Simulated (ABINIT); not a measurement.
# MgS (F-43m): G0W0 in ABINIT against the screening cutoff in the self-energy, part 2 of 2

How does the gap of MgS (F-43m) converge in the screening cutoff in the self-energy?

ABINIT 10.8.3; LDA and many-body steps on it, plane waves. Known limits of the many-body steps: not at the basis limit; coarse k mesh.

So far. Step 2 (Screening, 4×4×4 mesh, 81 bands, screening to 176.9 eV): Local fields lower ε∞ by 15 %. On a Γ-centred mesh this coarse the value itself is usually too large, while a short band sum pulls it down. Step 5 (2.3 Ha): The gap on the mesh goes from 3.17 eV to 4.92 eV, a correction of +1.75 eV.

### 6. 3.2 Ha

Level of this step: G0W0 on LDA, plane waves, norm-conserving pseudopotentials (ABINIT).

The input, run.abi:

```
acell 3*1.0 Angstrom
rprim 
  -0.000000000000 2.833120046800 2.833120046800
  2.833120046800 -0.000000000000 2.833120046800
  2.833120046800 2.833120046800 -0.000000000000
ntypat 2
znucl 12 16
natom 2
typat 1 2
xred 
  0.000000000000 0.000000000000 0.000000000000
  0.750000000000 0.750000000000 0.750000000000
pp_dirpath "pseudos"
pseudos "Mg.upf, S.upf"
ecut 38
ngkpt 4 4 4
nshiftk 1
shiftk 0 0 0
kptopt 1
chksymbreak 0
istwfk *1
occopt 1
irdwfk 1
optdriver 4
nband 81
gwcalctyp 0
ecutsigx 38
symsigma 1
nkptgw 1
kptgw 
  0.0000000000 0.0000000000 0.0000000000
bdgw 
  6 12
ecuteps 3.2
irdscr 1
ppmodel 1
indata_prefix "in"
outdata_prefix "out"
tmpdata_prefix "tmp"
```

Started as:

```sh
$ OMP_NUM_THREADS=1 mpirun -n 4 abinit run.abi > log
```

Log:

```text
.Version 10.8.3 of ABINIT. v10.8.2 released Aug 2026.

 Symmetries : space group F-4 3 m (#216); Bravais cF (face-center cubic)
[... echo of the input left out ...]
== DATASET  1 ==================================================================
-   mpi_nproc: 4, omp_nthreads: 1 (-1 if OMP is not activated)

--- !DatasetInfo
iteration_state: {dtset: 1, }
dimensions: {natom: 2, nkpt: 8, mband: 81, nsppol: 1, nspinor: 1, nspden: 1, mpw: 3479, }
cutoff_energies: {ecut:  38.0, pawecutdg:  -1.0, }
[...]
10   9.041 -10.175  -4.841  -3.908   0.809  -0.236  -9.021   1.154  10.195
       11   9.041 -10.175  -4.841  -3.908   0.809  -0.236  -9.021   1.154  10.195
       12   9.041 -10.175  -4.841  -3.908   0.809  -0.236  -9.021   1.154  10.195

== END DATASET(S) ==============================================================
================================================================================

 -outvars: echo values of variables after computation  --------
           etotal      0.0000000000E+00
            nband          81
             nkpt           8
          spgroup         216
 [... the other variables as echoed above ...]

 Calculation completed.
```

The job ended after 2.3 s (4 MPI ranks of Arm Neoverse V2, shared host; peak memory 0.16 GiB).

This step gave:

| Item | Value |
| --- | --- |
| G0W0 gap on the points computed | 4.936 eV |
| starting gap on the mesh | 3.165 eV |
| k of the valence top | 0, 0, 0 |
| k of the conduction bottom | 0, 0, 0 |
| least direct G0W0 gap on the computed points | 4.936 eV |

Against the run before, the gap moves by +0.016 eV.

### 7. 4.9 Ha

run.abi, as its differences from that of step 6:

```diff
@@ -33,3 +33,3 @@
   6 12
-ecuteps 3.2
+ecuteps 4.9
 irdscr 1
```

Log:

```text
.Version 10.8.3 of ABINIT. v10.8.2 released Aug 2026.

 Symmetries : space group F-4 3 m (#216); Bravais cF (face-center cubic)
[... echo of the input left out ...]
== DATASET  1 ==================================================================
-   mpi_nproc: 4, omp_nthreads: 1 (-1 if OMP is not activated)

--- !DatasetInfo
iteration_state: {dtset: 1, }
dimensions: {natom: 2, nkpt: 8, mband: 81, nsppol: 1, nspinor: 1, nspden: 1, mpw: 3479, }
cutoff_energies: {ecut:  38.0, pawecutdg:  -1.0, }
[...]
10   9.041 -10.175  -4.841  -3.906   0.808  -0.237  -9.020   1.154  10.196
       11   9.041 -10.175  -4.841  -3.906   0.808  -0.237  -9.020   1.154  10.196
       12   9.041 -10.175  -4.841  -3.906   0.808  -0.237  -9.020   1.154  10.196

== END DATASET(S) ==============================================================
================================================================================

 -outvars: echo values of variables after computation  --------
           etotal      0.0000000000E+00
            nband          81
             nkpt           8
          spgroup         216
 [... the other variables as echoed above ...]

 Calculation completed.
```

Run time: 3.4 s. Hardware: 4 MPI ranks; peak memory 0.66 GiB; 13 s of CPU time.

This step gave:

```yaml
g0w0_gap_on_the_points_computed: 4.999 eV
starting_gap_on_the_mesh: 3.165 eV
k_of_the_valence_top: 0, 0, 0
k_of_the_conduction_bottom: 0, 0, 0
least_direct_g0w0_gap_on_the_computed_points: 4.999 eV
```

Against the run before, the gap moves by +0.063 eV.

### 8. 6.5 Ha

run.abi, as its differences from that of step 7:

```diff
@@ -33,3 +33,3 @@
   6 12
-ecuteps 4.9
+ecuteps 6.5
 irdscr 1
```

Log:

```text
.Version 10.8.3 of ABINIT. v10.8.2 released Aug 2026.

 Symmetries : space group F-4 3 m (#216); Bravais cF (face-center cubic)
[... echo of the input left out ...]
== DATASET  1 ==================================================================
-   mpi_nproc: 4, omp_nthreads: 1 (-1 if OMP is not activated)

--- !DatasetInfo
iteration_state: {dtset: 1, }
dimensions: {natom: 2, nkpt: 8, mband: 81, nsppol: 1, nspinor: 1, nspden: 1, mpw: 3479, }
cutoff_energies: {ecut:  38.0, pawecutdg:  -1.0, }
[...]
10   9.041 -10.175  -4.841  -3.903   0.808  -0.237  -9.018   1.156  10.198
       11   9.041 -10.175  -4.841  -3.903   0.808  -0.237  -9.018   1.156  10.198
       12   9.041 -10.175  -4.841  -3.903   0.808  -0.237  -9.018   1.156  10.198

== END DATASET(S) ==============================================================
================================================================================

 -outvars: echo values of variables after computation  --------
           etotal      0.0000000000E+00
            nband          81
             nkpt           8
          spgroup         216
 [... the other variables as echoed above ...]

 Calculation completed.
```

It took 5.1 s on 4 MPI ranks; peak memory 0.62 GiB.

Numbers from this step:

```
G0W0 gap on the points computed              : 4.999 eV
starting gap on the mesh                     : 3.165 eV
k of the valence top                         : 0, 0, 0
k of the conduction bottom                   : 0, 0, 0
least direct G0W0 gap on the computed points : 4.999 eV
```

Against the run before, the gap moves by +0.000 eV.

### 9. The runs together

Times are wall times on 4 MPI ranks of Arm Neoverse V2, shared host, good to a factor of about two. A run's time includes the screening step that it read.

```tsv
run	mesh	bands	screening cutoff (eV)	DFT gap (eV)	gap on the mesh (eV)	direct (eV)	ε∞ used	time
0.7 Ha	4×4×4	81	19	3.165	4.716	4.716	4.41	17 s
1.3 Ha	4×4×4	81	35.4	3.165	4.716	4.716	4.41	17 s
2.3 Ha	4×4×4	81	62.6	3.165	4.920	4.920	4.41	17 s
3.2 Ha	4×4×4	81	87.1	3.165	4.936	4.936	4.41	17 s
4.9 Ha	4×4×4	81	133.3	3.165	4.999	4.999	4.41	18 s
6.5 Ha	4×4×4	81	176.9	3.165	4.999	4.999	4.41	20 s
```

### 10. Results

* 0.7 Ha: 4.716 eV
* 1.3 Ha: 4.716 eV
* 2.3 Ha: 4.920 eV
* 3.2 Ha: 4.936 eV
* 4.9 Ha: 4.999 eV
* 6.5 Ha: 4.999 eV
* known limits: not at the basis limit; coarse k mesh

What this shows: The setting moved: screening cutoff in the self-energy. From 0.7 Ha to 6.5 Ha the gap moves by +0.28 eV. It holds to 0.03 eV from 4.9 Ha on. Bands and screening cutoff are coupled, so a series along one setting does not show full convergence. Bands and cutoff are finite, so the gap is not at the basis limit. The miss can reach some tenths of an eV and take either sign; the mesh is an error of its own. In the G0W0 runs levels were corrected at 1 k point alone, so a gap called «on the mesh» is the least over those, and an edge elsewhere would be missed. The 4×4×4 mesh is coarse for this cell, which bears on the long-range parts of exchange and screening.

[Paths, hosts, dates, memory and timing lines, banners, echoed tables and standing remarks are left out of the program output.]

[Logs are printed without paths, hosts, clocks, repeated set-up lines and the standing remarks that a program may print on its own settings, such as how far it seeks lower states.]

[Runs of the session that timed out or met a known fault of the program may be left out.]

[Hosts, paths, dates, database ids (printed as entryN), source tags and the programs' standing remarks are cut or masked in the printed files.]

[G0W0 gaps are taken among the corrected bands and points alone; a level outside them can change the order at an edge.]

[Where Ansatz stands beside ABINIT at settings called matched, ABINIT's density can come from a denser mesh and the files from another edition; pairs whose starting gaps differed by over 0.03 eV were left out, so agreement reads better than it is.]
